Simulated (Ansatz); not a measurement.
# Convergence of a linear-scaling basis for H-capped CdS nanowire along [112] (50 atoms)

Aim: test how closely localised support functions follow the reference on H-capped CdS nanowire along [112] (50 atoms), and at what cost. A setting counts as converged where the r.m.s. difference of forces stays under 1 % of the r.m.s. force.

Program: Ansatz 0.2.0. Level of theory: Kohn-Sham DFT, PBE, PAW (set soft_2), plane waves. Results are calculated unless marked as measured.

## (1) The structure

The cell holds 50 atoms: 15 Cd, 13 S and 22 H. Cell: a = 21.004 Å, b = 20.598 Å, c = 7.126 Å, α = 90.0°, β = 90.0°, γ = 90.0°. It derives from CdS (zinc-blende). Hexagon section of size parameter 5.53 Å cut from zinc-blende CdS (a = 5.818 Å) along [112], 1 period, broken bonds capped with H, 10 Å of vacuum. Regions: wire, 28 atoms (15 Cd and 13 S); hydrogen, 22 atoms (22 H). Vacuum lies along a and b. The structure repeats along c.

Before any run, some limits are plain. Caps of real hydrogen don't mimic the fractional bonds of a polar compound, so surface states and strained caps may belong to the model. Beside vacuum, support functions can miss their usual error bounds without a warning.

## (2) Plane-wave single point

This run is the reference for what follows, at a cutoff of 420 eV.

The input, input.yaml:

```yaml
crystal:
  lattice:
    - [21.00398, 0.0, 0.0]
    - [0.0, 20.5978, 0.0]
    - [0.0, 0.0, 7.12557]
  atoms:
    - { symbol: Cd, position: [0.30337, 0.32489, 0.17061] }
    - { symbol: S, position: [0.30514, 0.36803, 0.50154] }
    - { symbol: Cd, position: [0.30373, 0.48923, 0.50341] }
    - { symbol: S, position: [0.30407, 0.52923, 0.83039] }
    - { symbol: Cd, position: [0.30355, 0.65092, 0.83033] }
    - { symbol: Cd, position: [0.4995, 0.32426, 0.16956] }
    - { symbol: S, position: [0.49952, 0.36586, 0.49903] }
    - { symbol: Cd, position: [0.40327, 0.3247, 0.66623] }
    - { symbol: S, position: [0.40197, 0.36743, 0.00213] }
    - { symbol: Cd, position: [0.40391, 0.48771, 0.99897] }
    - { symbol: S, position: [0.40156, 0.53115, 0.32994] }
    - { symbol: Cd, position: [0.40388, 0.65084, 0.329] }
    - { symbol: S, position: [0.40315, 0.69058, 0.66673] }
    - { symbol: Cd, position: [0.50026, 0.49001, 0.50136] }
    - { symbol: S, position: [0.50019, 0.52941, 0.83251] }
    - { symbol: Cd, position: [0.49949, 0.64988, 0.82971] }
    - { symbol: S, position: [0.50077, 0.69252, 0.16341] }
    - { symbol: Cd, position: [0.69515, 0.3239, 0.16663] }
    - { symbol: S, position: [0.69513, 0.36579, 0.49893] }
    - { symbol: Cd, position: [0.5966, 0.32465, 0.66962] }
    - { symbol: S, position: [0.59929, 0.36561, 0.00369] }
    - { symbol: Cd, position: [0.59719, 0.48854, 0.00121] }
    - { symbol: S, position: [0.60045, 0.52846, 0.33441] }
    - { symbol: Cd, position: [0.59761, 0.65173, 0.3335] }
    - { symbol: S, position: [0.59621, 0.69118, 0.6656] }
    - { symbol: Cd, position: [0.69648, 0.48959, 0.50054] }
    - { symbol: S, position: [0.69716, 0.5288, 0.83185] }
    - { symbol: Cd, position: [0.6956, 0.65137, 0.83695] }
    - { symbol: H, position: [0.30208, 0.2428, 0.16264] }
    - { symbol: H, position: [0.23921, 0.35155, 0.05692] }
    - { symbol: H, position: [0.2524, 0.3439, 0.58752] }
    - { symbol: H, position: [0.23876, 0.5175, 0.38878] }
    - { symbol: H, position: [0.25173, 0.50826, 0.91943] }
    - { symbol: H, position: [0.23732, 0.68005, 0.72198] }
    - { symbol: H, position: [0.30343, 0.67951, 0.05829] }
    - { symbol: H, position: [0.50032, 0.242, 0.17162] }
    - { symbol: H, position: [0.40104, 0.24432, 0.67149] }
    - { symbol: H, position: [0.33699, 0.67895, 0.21808] }
    - { symbol: H, position: [0.40097, 0.75732, 0.66517] }
    - { symbol: H, position: [0.5011, 0.75833, 0.16461] }
    - { symbol: H, position: [0.69484, 0.24267, 0.16741] }
    - { symbol: H, position: [0.76129, 0.35273, 0.05161] }
    - { symbol: H, position: [0.74749, 0.34446, 0.58675] }
    - { symbol: H, position: [0.59683, 0.24438, 0.66584] }
    - { symbol: H, position: [0.66397, 0.67954, 0.22004] }
    - { symbol: H, position: [0.59842, 0.75635, 0.66402] }
    - { symbol: H, position: [0.76242, 0.51425, 0.3864] }
    - { symbol: H, position: [0.74783, 0.50767, 0.92255] }
    - { symbol: H, position: [0.76245, 0.67837, 0.71548] }
    - { symbol: H, position: [0.69498, 0.67903, 0.0561] }
kpoints:
  mp_grid: { grid: [1, 1, 2] }
hamiltonian:
  xc: pbe
scf:
  occupations: { method: fermi_dirac, width: 0.025 }
output:
  forces: true
  populations: intrinsic
  dos:
    method: { smearing: { sigma: 0.08 } }
    de: 0.1
    projected:
      site_lists:
        Cd: [Cd]
        H: [H]
        S: [S]
        wire: [0, 1, 2, 3, 4, 5, 6, 7, 8, 9, 10, 11, 12, 13, 14, 15, 16, 17, 18, 19, 20, 21, 22, 23, 24, 25, 26, 27]
        hydrogen: [28, 29, 30, 31, 32, 33, 34, 35, 36, 37, 38, 39, 40, 41, 42, 43, 44, 45, 46, 47, 48, 49]
  eigenvalues: true
  write_density: true
  write_potential: true
  volumetric_format: npy
```

Run with:

```sh
$ ansatz run input.yaml --threads 4 --pin off --max-ram 8192MiB --backend cpu --events-out ev --progress --plain --runs-dir out
```

Numbers of over 12 decimals in the logs are rounded to 6 here.

Output:

```text
Engine: ansatz 0.2.0, aarch64-unknown-linux-gnu
Pseudopotentials: kind: paw
Pseudopotential: Cd, paw, valence charge 20, recommended cutoff 420 eV (normal), Cd.paw.azcp
Pseudopotential: S, paw, valence charge 6, recommended cutoff 420 eV (normal), S.paw.azcp
Pseudopotential: H, paw, valence charge 1, recommended cutoff 420 eV (normal), H.paw.azcp
[... 5 lines on functional and potentials left out ...]
Crystal: 50 atoms, lattice volume = 3082.777 Å³
Basis set: ecut = 420 eV, 60181 PW (Γ), exchange–correlation on 288×288×96 points (8 copies of the dense FFT grid, shifted against one another)
Bands: 250, of which v1, the nominal top of the filled ones, is band 200 counted from 1 (199 counted from 0)
Symmetry: 1 space group operations
Space group: P1 (ITA 1), of the structure as read, at distance tolerance 1.5e-4 Å
k-points: 2
[... 7 lines on functional and potentials left out ...]
Initial density: superposition of atomic densities (neutral atoms: chi_scale 0, normalization atom), corrected by the library's trained network
Initial wavefunctions: pseudopotential atomic-orbital guess
Functional: x = pbe(κ = 0.804, μ = 0.219515), c = pbe(β = 0.066725)
SCF iter   1: F=—  HF=-135889.072688 eV  |F-HF|=—  |Δ(HF+E_count)|=         —  Δρ=7.54e-3  dr2=1.71e1  ethr=1.77e-3  ⟨swp⟩=8.0  Hψ=2270  notcnv=0  defer=57
preconditioner: auto → Resta (q_TF=auto, 1.941 Å⁻¹)  ε∞=2.0  [insulator: Δε(μ)=0.731 eV  Ē_g=11.138 eV  σ=0.025 eV  W_gap=1.00  n_scr=380 (ndim 8)  ℏωp=11.2 eV  f_vac=0.687  D(μ)=0.00/eV (n_scr^D=0)  ε∞_Penn≈2.0  vacuum switching on, ρ_ref=9.0e-3 e/Å³]
SCF iter   2: F=—  HF=-135903.035900 eV  |F-HF|=—  |Δ(HF+E_count)|=    1.40e1  Δρ=2.58e-2  dr2=2.71e2  ethr=1.77e-3  ⟨swp⟩=3.5  Hψ=888  notcnv=0  defer=78  recentre
preconditioner: auto → LDOS  [insulator: Δε(μ)=0.132 eV  Ē_g=10.838 eV  σ=0.025 eV  W_gap=0.86  n_scr=380 (ndim 8)  ℏωp=11.2 eV  f_vac=0.687  D(μ)=7.44/eV (n_scr^D=12)  ε∞_Penn≈2.1  β→1.0]
SCF iter   3: F=—  HF=-135887.560444 eV  |F-HF|=—  |Δ(HF+E_count)|=    1.55e1  Δρ=2.84e-3  dr2=1.63e0  ethr=1.77e-3  ⟨swp⟩=3.0  Hψ=701  notcnv=0  defer=78
SCF iter   4: F=—  HF=-135887.560483 eV  |F-HF|=—  |Δ(HF+E_count)|=   3.90e-5  Δρ=5.66e-3  dr2=4.06e0  ethr=4.08e-4  ⟨swp⟩=2.0  Hψ=586  notcnv=0  defer=78  recentre
SCF iter   5: F=—  HF=-135887.457147 eV  |F-HF|=—  |Δ(HF+E_count)|=   1.03e-1  Δρ=1.91e-3  dr2=6.46e-1  ethr=4.08e-4  ⟨swp⟩=1.0  Hψ=422  notcnv=0  defer=78
SCF iter   6: F=—  HF=-135887.497194 eV  |F-HF|=—  |Δ(HF+E_count)|=   4.00e-2  Δρ=4.96e-3  dr2=3.60e0  ethr=1.62e-4  ⟨swp⟩=2.5  Hψ=450  notcnv=0  defer=78  recentre
SCF iter   7: F=—  HF=-135887.437884 eV  |F-HF|=—  |Δ(HF+E_count)|=   5.93e-2  Δρ=3.75e-3  dr2=2.16e0  ethr=1.62e-4  ⟨swp⟩=1.5  Hψ=579  notcnv=0  defer=78
SCF iter   8: F=—  HF=-135887.394700 eV  |F-HF|=—  |Δ(HF+E_count)|=   4.32e-2  Δρ=2.19e-3  dr2=7.05e-1  ethr=1.62e-4  ⟨swp⟩=1.0  Hψ=422  notcnv=0  defer=78
SCF iter   9: F=—  HF=-135887.372410 eV  |F-HF|=—  |Δ(HF+E_count)|=   2.23e-2  Δρ=4.33e-4  dr2=3.51e-2  ethr=1.62e-4  ⟨swp⟩=1.0  Hψ=422  notcnv=0  defer=78
SCF iter  10: F=—  HF=-135887.367550 eV  |F-HF|=—  |Δ(HF+E_count)|=   4.86e-3  Δρ=4.33e-4  dr2=2.44e-2  ethr=8.78e-6  ⟨swp⟩=2.0  Hψ=572  notcnv=0  defer=78
[...]
SCF iter  16: F=—  HF=-135887.366845 eV  |F-HF|=—  |Δ(HF+E_count)|=   1.31e-4  Δρ=3.40e-5  dr2=6.82e-5  ethr=3.53e-8  ⟨swp⟩=2.0  Hψ=556  notcnv=0  defer=78
SCF iter  17: F=—  HF=-135887.368210 eV  |F-HF|=—  |Δ(HF+E_count)|=   1.37e-3  Δρ=2.48e-5  dr2=3.57e-5  ethr=1.70e-8  ⟨swp⟩=2.0  Hψ=582  notcnv=0  defer=78
SCF iter  18: F=—  HF=-135887.368214 eV  |F-HF|=—  |Δ(HF+E_count)|=   3.73e-6  Δρ=1.51e-5  dr2=1.24e-5  ethr=8.93e-9  ⟨swp⟩=2.0  Hψ=581  notcnv=0  defer=78
SCF iter  19: F=—  HF=-135887.368216 eV  |F-HF|=—  |Δ(HF+E_count)|=   1.96e-6  Δρ=9.91e-6  dr2=5.43e-6  ethr=3.09e-9  ⟨swp⟩=2.0  Hψ=542  notcnv=0  defer=78
SCF iter  20: F=—  HF=-135887.368218 eV  |F-HF|=—  |Δ(HF+E_count)|=   1.97e-6  Δρ=6.83e-6  dr2=2.59e-6  ethr=1.36e-9  ⟨swp⟩=2.0  Hψ=529  notcnv=0  defer=78
SCF iter  21: F=—  HF=-135887.368218 eV  |F-HF|=—  |Δ(HF+E_count)|=   7.96e-7  Δρ=4.71e-6  dr2=1.14e-6  ethr=6.47e-10  ⟨swp⟩=2.0  Hψ=498  notcnv=0  defer=78
SCF iter  22: F=—  HF=-135887.368219 eV  |F-HF|=—  |Δ(HF+E_count)|=   4.50e-7  Δρ=3.78e-6  dr2=7.39e-7  ethr=2.85e-10  ⟨swp⟩=2.0  Hψ=524  notcnv=0  defer=78
SCF iter  23: F=—  HF=-135887.368219 eV  |F-HF|=—  |Δ(HF+E_count)|=   4.98e-7  Δρ=3.00e-6  dr2=5.01e-7  ethr=1.85e-10  ⟨swp⟩=2.0  Hψ=588  notcnv=0  defer=78
SCF iter  24: F=—  HF=-135887.368220 eV  |F-HF|=—  |Δ(HF+E_count)|=   3.23e-7  Δρ=1.95e-6  dr2=2.05e-7  ethr=1.25e-10  ⟨swp⟩=2.0  Hψ=677  notcnv=0  defer=78
SCF iter  25: F=-135887.368220 eV  HF=-135887.368220 eV  |F-HF|=1.23e-7  |Δ(HF+E_count)|=   1.69e-7  Δρ=1.20e-6  dr2=7.93e-8  ethr=2.50e-11  ⟨swp⟩=26.5  Hψ=4259  notcnv=0
SCF 1 converged in 25 iterations: F = -135887.368220 eV  dr2 = 7.93e-8
  greatest PAW one-centre occupation: 1.000 electrons in one spin orbital (limit 2), on the Cd atom at site 17 (counted from 0), in its partial waves of l = 0
WARN: The output density's exchange-correlation potential varies sharply where the density is thin. Do not read a vacuum level from v_tot or v_xc, or from such a field of the output density. On a cell that repeats whose density bears no net charge and no dipole along the vacuum's axis use v_es (v_loc + v_h of the components); [...]
SCF converged after 25 iterations
Free energy (F): -135887.368220 eV
Harris-Foulkes:  -135887.368220 eV  (|F-HF|=1.23e-7)
Internal energy: -135887.306532 eV  (E = F + TS)
E sigma→0 (E₀):  -135887.337376 eV
Entropy (-TS):   -0.061688 eV (-1.234 meV/atom)
Fermi energy:    -2.210109 eV
--- Per-component energies (eV) ---
  E_band       = -11533.859439
  E_kinetic    = 9256.892069
  E_local      = -283807.844294  (includes V_loc(G=0)·N_el)
  E_nonlocal   = 893.514474
  E_hartree    = 137494.488024
  E_xc         = -4107.213338
  E_vxc        = -4710.406995  (∫ρ·V_xc dr)
  E_paw        = -69049.998752  (= ΣΔE_a)
  E_vpaw       = -8154.953693  (= ΣTr[D̂ρ^β])
  E_aug_tail   = -0.024474  (compensation charges beyond the density's cutoff)
  E_ewald      = 73432.879759
  E_smearing   = -0.061688  (= −TS)
  E_closure    = -0.000000  (closes the sum)
  Σ components = -135887.368220   (vs F -135887.368220, Δ=0.00e0)
--- Forces (eV/Å), atoms counted from 1 ---
  atom   1  Cd     0.37451670    -0.20319276    -0.18346025
  atom   2  S     -0.02412547    -0.14763686     0.19973903
  atom   3  Cd    -0.74072853     0.06989218    -0.78526992
  atom   4  S      0.74973981     0.05768714     0.46683643
  atom   5  Cd    -1.05372547     0.13219627    -0.30359411
  atom   6  Cd     0.03587182    -0.36841083    -0.16581984
  atom   7  S      0.08777679     1.16871182     0.07499539
  atom   8  Cd     0.16911894    -0.21485929     0.37134182
  atom   9  S     -0.06501848     0.59209431     0.15603038
  atom  10  Cd    -0.28077078    -0.67220191     0.34049901
  atom  11  S      0.45880352     0.04525337     0.34601466
  atom  12  Cd    -0.19793322    -0.31968131     0.19087284
  atom  13  S      0.08909164     0.74270804    -0.04236925
  atom  14  Cd    -0.01650684    -0.71078615    -0.50954919
[...]
atom  49  H     -0.00562779     0.12514501    -0.01183868
  atom  50  H     -0.34296532     0.50777661     1.82636764
  max |Σ_I F_I| component: 4.02e-5 eV/Å
--- Band table (eV) ---
  k-point 0: bands = ["-105.6513", "-105.1923", "-105.1566", "-104.6539", [... 234 levels ...], "3.2479", "3.2614", "3.3087", "3.3434", "3.3600", "3.4985", "3.5478", "3.5798", "3.6280", "3.6763", "3.6991", "3.8103"]
  k-point 1: bands = ["-105.6513", "-105.1923", "-105.1566", "-104.6539", [... 234 levels ...], "3.1993", "3.2219", "3.3508", "3.4016", "3.4863", "3.5405", "3.5858", "3.7104", "3.7690", "3.7825", "3.8359", "3.8962"]
--- intrinsic populations: 50 sites ---
  site symbol       q [e]
     0     Cd     18.7729
     1      S      6.7637
     2     Cd     18.8118
[...]
49      H      1.3139
  spilling = 0.000000 (of n_electrons = 400.000000)
```

The job ended after 99 s (4 threads of Arm Neoverse V1, shared host; peak memory 6.5 GiB; 6.4 min of CPU time).

In the SCF lines HF is the Harris–Foulkes energy and dr2 the Hartree energy of the density residual, in eV; the loop may stop once dr2 is under the threshold and the program's other checks hold. Hψ counts applications of the Hamiltonian.

The program notes that the exchange-correlation potential is rough where the density is thin.

Numbers from this run:

* free energy: -135887.3682 eV
* free energy per atom: -2717.7474 eV/atom
* SCF cycles: 25
* r.m.s. force component: 0.4859 eV/Å
* longest force: 1.926 eV/Å
* Fermi energy: -2.21 eV
* levels partly filled by over 2 per cent: 5

The r.m.s. force component of 0.49 eV/Å sets the scale for the differences below.

## (3) Support functions medium

The cell is solved in localised support functions.

This step: Kohn-Sham DFT, PBE, PAW (set soft_2), localised support functions (medium) (Ansatz 0.2.0).

input.yaml, the sections that differ from step 2:

```yaml
scf:
  occupations: { method: fermi_dirac, width: 0.025 }
  eigensolver: { kind: { support_functions: { accuracy: medium } } }
  mixing: { beta: 0.2 }
  max_iter: 150
output:
  forces: true
# crystal, kpoints, hamiltonian: as in step 2
```

Output:

```text
Warning: scf.eigensolver.kind.support_functions: disabling space-group detection — the functions' gradient is summed over unrotated k-points, so no spatial operation reduces the k-mesh or symmetrises the density; time reversal is kept, so that k and −k are solved as one point where they differ and the mesh holds both, and exact exchange and, on two spinor components, a DFT+U term hold to it where the run has them: [...]
settings of this run that can trade accuracy for cost: scf.eigensolver.kind.support_functions [...]
[...]
Crystal: 50 atoms, lattice volume = 3082.777 Å³
Basis set: ecut = 420 eV, 60181 PW (Γ), exchange–correlation on 288×288×96 points (8 copies of the dense FFT grid, shifted against one another)
Bands: 240, of which v1, the nominal top of the filled ones, is band 200 counted from 1 (199 counted from 0)
Symmetry: 1 space group operations
k-points: 2
[...]
SCF iter   1: F=—  HF=-135881.879436 eV  |F-HF|=—  |Δ(HF+E_count)|=         —  Δρ=3.36e-2  dr2=6.88e1  ethr=1.00e-1
[...]
SCF iter  31: F=—  HF=-135887.459763 eV  |F-HF|=—  |Δ(HF+E_count)|=   3.66e-7  Δρ=4.97e-6  dr2=1.51e-6  ethr=5.20e-10  κ⁻¹=3.4e-5(r=7)
SCF iter  32: F=-135887.459765 eV  HF=-135887.459764 eV  |F-HF|=7.57e-7  |Δ(HF+E_count)|=   6.43e-7  Δρ=4.28e-6  dr2=9.80e-7  ethr=3.77e-10
SCF 1 converged in 32 iterations: F = -135887.462459 eV  dr2 = 9.80e-7
[...]
SCF converged after 32 iterations
Stability not checked: this state was not tested for a lower state beside it, because the mixer in use, unlike msr1, does not test its closes by its own steps (another_mixer; see scf.mixing.algorithm and scf.lower_state_search)
Free energy (F): -135887.462459 eV
[...]
Internal energy: -135887.400775 eV  (E = F + TS)
E sigma→0 (E₀):  -135887.431617 eV
Entropy (-TS):   -0.061684 eV (-1.234 meV/atom)
Fermi energy:    -2.210492 eV
[...]
Σ components = -135887.462459   (vs F -135887.462459, Δ=0.00e0)
--- Forces (eV/Å), atoms counted from 1 ---
  atom   1  Cd     0.37307895    -0.20281198    -0.18418149
  atom   2  S     -0.02780948    -0.14889318     0.20163627
  atom   3  Cd    -0.74157211     0.06999984    -0.78571323
  atom   4  S      0.74583393     0.05658478     0.46893710
[...]
atom  50  H     -0.34319828     0.50716252     1.82499189
  max |Σ_I F_I| component: 1.42e-3 eV/Å
--- Band table (eV) ---
[...]
guard bands above this table: 34 of the run's 240 bands (output.publish_guard_bands: true publishes all)
[...]
```

Wall time 3.2 min (4 threads); peak memory 3.7 GiB.

The program notes that the band table was not solved further than the SCF left it and it switched symmetry off.

Keys that differ from the reference: support_functions.accuracy = "medium", scf.max_iter = 150 and scf.mixing.beta = 0.2.

Forces differ from the reference by 1.5 meV/Å r.m.s., 0.30 % of their size, within a tolerance of 1 %; the energy by -1.9 meV/atom. It took 3.2 min and 32 cycles; the reference's time can't be set against it, since the two runs asked for unlike analyses.

## (4) Support functions low

With localised support functions most steps grow linearly with size, though the diagonalisation grows faster unless the density matrix is cut; this run measures error and cost at this size.

This step: Kohn-Sham DFT, PBE, PAW (set soft_2), localised support functions (low) (Ansatz 0.2.0).

input.yaml, the sections that differ from step 3:

```yaml
scf:
  occupations: { method: fermi_dirac, width: 0.025 }
  eigensolver: { kind: { support_functions: { accuracy: low } } }
  mixing: { beta: 0.2 }
  max_iter: 150
# crystal, kpoints, hamiltonian, output: as in step 3
```

Output:

```text
[...]
Crystal: 50 atoms, lattice volume = 3082.777 Å³
Basis set: ecut = 420 eV, 60181 PW (Γ), exchange–correlation on 288×288×96 points (8 copies of the dense FFT grid, shifted against one another)
Bands: 240, of which v1, the nominal top of the filled ones, is band 200 counted from 1 (199 counted from 0)
Symmetry: 1 space group operations
k-points: 2
[...]
SCF iter   1: F=—  HF=-135882.140110 eV  |F-HF|=—  |Δ(HF+E_count)|=         —  Δρ=3.35e-2  dr2=6.87e1  ethr=1.00e-1
[...]
SCF iter  27: F=-135887.459703 eV  HF=-135887.459701 eV  |F-HF|=1.60e-6  |Δ(HF+E_count)|=   8.15e-5  Δρ=1.31e-5  dr2=9.24e-6  ethr=3.51e-9
SCF 1 converged in 27 iterations: F = -135887.462459 eV  dr2 = 9.24e-6
[...]
SCF converged after 27 iterations
[...]
Free energy (F): -135887.462459 eV
[...]
Internal energy: -135887.400781 eV  (E = F + TS)
E sigma→0 (E₀):  -135887.431620 eV
Entropy (-TS):   -0.061679 eV (-1.234 meV/atom)
Fermi energy:    -2.210672 eV
[...]
--- Forces (eV/Å), atoms counted from 1 ---
  atom   1  Cd     0.37293401    -0.20259550    -0.18451171
  atom   2  S     -0.02782735    -0.14884415     0.20166619
  atom   3  Cd    -0.74121704     0.06985508    -0.78553876
  atom   4  S      0.74589862     0.05662285     0.46867660
  atom   5  Cd    -1.05450623     0.13247929    -0.30307067
  atom   6  Cd     0.03577446    -0.36853588    -0.16596195
  atom   7  S      0.08783687     1.16838943     0.07493890
  atom   8  Cd     0.16905487    -0.21486328     0.37143477
  atom   9  S     -0.06505314     0.59215118     0.15599325
  atom  10  Cd    -0.28065949    -0.67210277     0.34053691
  atom  11  S      0.45866457     0.04548036     0.34598558
  atom  12  Cd    -0.19879948    -0.31958996     0.19042122
  atom  13  S      0.08894200     0.74693078    -0.04243491
  atom  14  Cd    -0.01652944    -0.71090968    -0.50949379
[...]
atom  49  H     -0.00662420     0.12474721    -0.01100818
  atom  50  H     -0.34292158     0.50713267     1.82453589
  max |Σ_I F_I| component: 2.00e-3 eV/Å
--- Band table (eV) ---
[...]
```

The job ended after 2.9 min (4 threads; peak memory 3.6 GiB).

Keys that differ from the reference: support_functions.accuracy = "low", scf.max_iter = 150 and scf.mixing.beta = 0.2.

Forces differ from the reference by 1.5 meV/Å r.m.s., 0.30 % of their size, within a tolerance of 1 %; the energy by -1.9 meV/atom. It took 2.9 min and 27 cycles; the reference's time can't be set against it, since the two runs asked for unlike analyses.

(Continued in part 2 of 2.)

[Logs are printed without paths, hosts, clocks, repeated set-up lines and the standing remarks that a program may print on its own settings, such as how far it seeks lower states.]

[Hosts, paths, dates, database ids (printed as entryN), source tags and the programs' standing remarks are cut or masked in the printed files.]
